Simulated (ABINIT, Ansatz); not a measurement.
# Calculated records

```cif
data_kbr
_symmetry_space_group_name_H-M 'Fm-3m'
_symmetry_Int_Tables_number 225
_cell_length_a 6.6000
_cell_length_b 6.6000
_cell_length_c 6.6000
_cell_angle_alpha 90.000
_cell_angle_beta 90.000
_cell_angle_gamma 90.000
_cell_volume 287.50
loop_
_atom_site_label
_atom_site_type_symbol
_atom_site_symmetry_multiplicity
_atom_site_Wyckoff_symbol
_atom_site_fract_x
_atom_site_fract_y
_atom_site_fract_z
_atom_site_occupancy
K1 K 4 a 0.00000 0.00000 0.00000 1
Br1 Br 4 b 0.50000 0.00000 0.00000 1
_calc_subject 'KBr (Fm-3m): one start, several treatments of the self-energy'
_calc_method 'RPA screening on LDA, plane waves, norm-conserving pseudopotentials (and 3 further levels or steps)'
_calc_program 'ABINIT 10.8.3'
_calc_settings 'cutoff 32 Ha, PseudoDojo scalar-relativistic 0.4.1 standard, norm-conserving, ngkpt (4, 4, 4), nband 95, ecuteps 5.2 Ha, gwcalctyp 2, nfreqre 16, nfreqim 8, inclvkb 2, freqremax 40 eV, spmeth 1, nomegasf 120, shiftk (0, 0, 0), symchi 1, awtr 1, frequency cd, 4×4×4 k-mesh'
_calc_cost '8 runs, 3.1 min in all on 4 MPI ranks of Arm Neoverse V2, shared host'
_calc_notes 'The program’s warnings: Min real frequency set to default [Ha] =. The cell and positions come from the Crystallography Open Database and are kept as given unless a step says otherwise. Limits: no spin-orbit coupling.'
_calc_g0w0_godby_needs_plasmon_pole '6.785 eV'
_calc_g0w0_engel_farid_plasmon_pole '6.842 eV'
_calc_g0w0_von_der_linden_horsch_plasmon_pole '6.972 eV'
_calc_one_shot_hartree_fock '11.975 eV'
_calc_g0w0_contour_deformation '6.744 eV'
_calc_known_limits 'short of the basis limit; no spin-orbit coupling'
```

[Long decimals in the printed logs are rounded to 6 places.]

[Logs are printed without paths, hosts, clocks, repeated set-up lines and the standing remarks that a program may print on its own settings, such as how far it seeks lower states.]

[Paths, hosts, dates, memory and timing lines, banners, echoed tables and standing remarks are left out of the program output; an Ansatz launch command may be rebuilt from the run's recorded settings. Measured values are a selection of at most five: reports struck by readers or far from the other reports are left out. None is set beside runs whose start may be inverted or whose files or cutoffs have a known fault.]

[Runs of the session that timed out or met a known fault of the program may be left out.]

[Hosts, paths, dates, database ids (printed as entryN), source tags and the programs' standing remarks are cut or masked in the printed files.]

[G0W0 gaps are taken among the corrected bands and points alone; a level outside them can change the order at an edge.]

[Where Ansatz stands beside ABINIT at settings called matched, ABINIT's density can come from a denser mesh and the files from another edition; pairs whose starting gaps differed by over 0.03 eV were left out, so agreement reads better than it is.]
